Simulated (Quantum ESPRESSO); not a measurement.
# SrO (Fm-3m): a worked LO-TO splitting

How high does the longitudinal optical mode of SrO (Fm-3m) lie, given the transverse one, the Born charge and ε∞?

Program: Quantum ESPRESSO 7.5. Level of theory: DFT LDA, scalar-relativistic, plane waves, PseudoDojo norm-conserving pseudopotentials. Results are calculated unless marked as measured.

The database entry behind the starting cell differs from later determinations by our own check (about 0.5 % short), so it need not match the best structure at ambient conditions.

**1. The relaxed structure**

It takes space group Fm-3m (No. 225, cubic). Conventional cell: a = 5.061 Å, b = 5.061 Å, c = 5.061 Å, α = 90.00°, β = 90.00°, γ = 90.00°. Nearest to Sr lie 6 O at 2.53 Å. Nearest to O lie 6 Sr at 2.53 Å. Farther neighbours and most contacts between anions are not listed.

This is the cell after its relaxation at this level of theory, not the database cell from which that began.

**2. What the response run gave**

A linear-response run on the relaxed cell, with the response to an electric field; only its zone-centre results are used. Cutoff 92 Ry, k mesh 8×8×8.

Output:

```text
[banners, grids, parts of the stress and lines that vanish by symmetry left out]
Program PHONON v.7.5
     Reading xml data from directory:

[...]
Exchange-correlation= PW
                           (   1   4   0   0   0   0   0)
[...]
kinetic-energy cut-off    =      92.0000  Ry
     charge density cut-off    =     368.0000  Ry
     convergence threshold     =      1.0E-18
[...]
Exchange-correlation= PW
                           (   1   4   0   0   0   0   0)
[...]
q = (   0.0000000   0.0000000   0.0000000 )
     49 Sym.Ops. (with q -> -q+G )
     G cutoff =  426.3097  (  26229 G-vectors)     FFT grid: ( 45, 45, 45)
     number of k points=    29
[...]
Mode symmetry, O_h (m-3m)  point group:
[...]
Dielectric constant
[...]
End of electric fields calculation
          Dielectric constant in cartesian axis
          (       3.862308404      -0.000000000      -0.000000000 )
          (      -0.000000000       3.862308404       0.000000000 )
          (      -0.000000000       0.000000000       3.862308404 )
          Effective charges (d Force / dE) in cartesian axis without acoustic sum rule applied (asr)
           atom    1  Sr    Mean Z*:        2.47556
      Ex  (        2.47556       -0.00000       -0.00000 )
      Ey  (       -0.00000        2.47556        0.00000 )
      Ez  (       -0.00000       -0.00000        2.47556 )
           atom    2  O     Mean Z*:       -2.47586
      Ex  (       -2.47586        0.00000       -0.00000 )
      Ey  (        0.00000       -2.47586       -0.00000 )
      Ez  (       -0.00000       -0.00000       -2.47586 )
          Effective charges Sum: Mean:       -0.00030
[...]
Effective charges (d Force / dE) in cartesian axis with asr applied:
           atom    1  Sr    Mean Z*:        2.47571
[...]
atom    2  O     Mean Z*:       -2.47571
[...]
Representation #   1 modes #   1   2   3
[...]
End of self-consistent calculation
     Convergence has been achieved
     Representation #   2 modes #   4   5   6
[...]
End of self-consistent calculation
     Convergence has been achieved
[...]
Dielectric constant in cartesian axis
          (       3.862308404      -0.000000000      -0.000000000 )
          (      -0.000000000       3.862308404       0.000000000 )
          (      -0.000000000       0.000000000       3.862308404 )
          Effective charges (d Force / dE) in cartesian axis without acoustic sum rule applied (asr)
           atom    1  Sr    Mean Z*:        2.47556
      Ex  (        2.47556       -0.00000       -0.00000 )
      Ey  (       -0.00000        2.47556        0.00000 )
      Ez  (       -0.00000       -0.00000        2.47556 )
           atom    2  O     Mean Z*:       -2.47586
      Ex  (       -2.47586        0.00000       -0.00000 )
      Ey  (        0.00000       -2.47586       -0.00000 )
      Ez  (       -0.00000       -0.00000       -2.47586 )
          Effective charges Sum: Mean:       -0.00030
[...]
Effective charges (d Force / dE) in cartesian axis with asr applied:
           atom    1  Sr    Mean Z*:        2.47571
[...]
atom    2  O     Mean Z*:       -2.47571
[...]
q = (    0.000000000   0.000000000   0.000000000 )
[...]
freq (    1) =       0.024760 [THz] =       0.825903 [cm-1]
     freq (    2) =       0.024760 [THz] =       0.825903 [cm-1]
     freq (    3) =       0.024760 [THz] =       0.825903 [cm-1]
     freq (    4) =       6.496456 [THz] =     216.698438 [cm-1]
     freq (    5) =       6.496456 [THz] =     216.698438 [cm-1]
     freq (    6) =       6.496456 [THz] =     216.698438 [cm-1]
[...]
Mode symmetry, O_h (m-3m)  point group:
     freq (   1-   3) =          0.8  [cm-1]   --> T_1u G_15  G_4- I
     freq (   4-   6) =        216.7  [cm-1]   --> T_1u G_15  G_4- I

   JOB DONE.
```

| quantity | value |
| --- | --- |
| cell volume Ω (Å³) | 32.407 |
| mass of Sr (u) | 87.620 |
| mass of O (u) | 15.999 |
| Born charge of Sr, raw (e) | 2.476 |
| Born charge of O, raw (e) | -2.476 |
| ε∞ | 3.862 |
| ω(TO) after the sum rule (cm⁻¹) | 216.7 |

**3. The calculation**

The charges must sum to zero over the cell; taking off their mean, 0.000 e, leaves Z* = 2.476 e on Sr. In the polar mode Sr moves against O, so the reduced mass is μ = 87.62 × 16.00 / 103.62 = 13.529 u.

A longitudinal wave builds up a field that adds to the restoring force: ω(LO)² = ω(TO)² + 4π Z*² / (μ Ω ε∞), in Hartree atomic units. With μ = 24661 electron masses and Ω = 218.70 bohr³ the second term is 3.6976e-06 Ha², or 178110 cm⁻² (1 Ha = 219474.6 cm⁻¹).

So ω(LO) = √(46955 + 178110) = 474.4 cm⁻¹, and by the Lyddane-Sachs-Teller relation ε₀ = ε∞ (ω(LO)/ω(TO))² = 18.51.

**4. Check against the program**

The analysis program adds the same non-analytic term to the full matrix, here for q along (1 0 0).

Output:

```text
[banner, memory and clock lines left out]
Program DYNMAT v.7.5

     Reading Dynamical Matrix from file g.dyn
     ...Force constants read
     ...epsilon and Z* read

     Polarizability (A^3 units)
     multiply by 0.511744 for Clausius-Mossotti correction
         7.381604   -0.000000   -0.000000
        -0.000000    7.381604    0.000000
        -0.000000    0.000000    7.381604

     IR activities are in (D/A)^2/amu units

# mode   [cm-1]    [THz]      IR
    1     -0.00   -0.0000    0.0000
    2     -0.00   -0.0000    0.0000
    3      0.00    0.0000    0.0000
    4    216.69    6.4961   10.4523
    5    216.69    6.4961   10.4523
    6    474.40   14.2222   10.4523
```

ε₀ comes from the program's run without a direction of q.

| quantity | by hand | program |
| --- | --- | --- |
| ω(LO) (cm⁻¹) | 474.4 | 474.4 |
| ε₀ | 18.51 | 18.51 |

**5. What came out**

```json
{
 "TO mode": "216.7 cm⁻¹",
 "LO mode": "474.4 cm⁻¹",
 "static dielectric constant": "18.51"
}
```

In words: The LO mode of SrO (Fm-3m) lies at 474 cm⁻¹, 258 cm⁻¹ above the TO mode; the formula meets the program within 0.1 cm⁻¹, as it must for a cubic crystal with one polar mode. ω(LO)² − ω(TO)² goes with Z*²/ε∞: an error of 5 % in ε∞ would move the LO mode by 9.0 cm⁻¹, and semilocal functionals tend to overestimate ε∞. These are harmonic values at zero temperature, at the volume of this functional, for the structure held cubic; stability elsewhere in the zone is no part of this calculation.

[Host names and launcher messages were left out of these logs when they were recorded.]

[Logs are printed without paths, hosts, clocks, repeated set-up lines and the standing remarks that a program may print on its own settings, such as how far it seeks lower states.]

[Hosts, paths, dates, database ids (printed as entryN), source tags and the programs' standing remarks are cut or masked in the printed files.]
